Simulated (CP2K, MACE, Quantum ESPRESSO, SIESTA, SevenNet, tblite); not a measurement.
# Bulk modulus two ways: random rock-salt alloy of NbC and TiC (64 atoms), SevenNet 0

The cell holds 64 atoms (28 Nb, 32 C and 4 Ti). Recipe: rock-salt NbC, 2 x 2 x 2 conventional cells, 4 of 32 Nb sites given to Ti at random (x = 0.125), lattice by Vegard's rule (a = 4.452 Å); not relaxed, displaced by a Gaussian of 0.02 Å. Then the atoms were relaxed with MACE MP-0b3 medium in the fixed cell.

Calculated with SevenNet 0: SevenNet 0, trained on PBE(+U) plane-wave data, no dispersion term. The cell is scaled evenly by ±3 % in volume, and MACE MP-0b3 medium relaxes the atoms at each volume before the single point.

| volume (Å³/atom) | energy less the middle row's (meV/atom) | pressure (GPa) |
| --- | --- | --- |
| 10.701 | 25.150 | 17.575 |
| 11.032 | 0.000 | 7.047 |
| 11.363 | -5.029 | -1.909 |

**Question.** Find the bulk modulus at the middle volume from the pressures and from the energies, and check the printed pressure against the slope of the energy (1 meV/Å³ = 0.16022 GPa).

Worked:

The step is h = 0.3310 Å³. From pressures: B = −V dP/dV = 11.032 × (17.575 − (-1.909)) / (2 × 0.3310) = 325 GPa.

From energies: B = V d²E/dV² = 11.032 × (25.150 + (-5.029)) / 0.3310² = 2027 meV/Å³ = 325 GPa.

Slope: P = −dE/dV = −(-5.029 − (25.150)) / (2 × 0.3310) = 45.6 meV/Å³ = 7.30 GPa, against 7.05 GPa printed.

The two moduli agree within 0 %.

A central difference over ±3 % overstates P by about B(1 + B′)(0.03)²/6, some 0.24 GPa for B′ = 4. The atoms follow MACE MP-0b3 medium, so this level's forces do work along the path, which enters the energies but not the printed pressures.

Limits: three points, a static cell at zero temperature, the cell shape held; the modulus is that at 7.0 GPa, not at zero pressure.

[Hosts, paths, dates, database ids (printed as entryN), source tags and the programs' standing remarks are cut or masked in the printed files.]
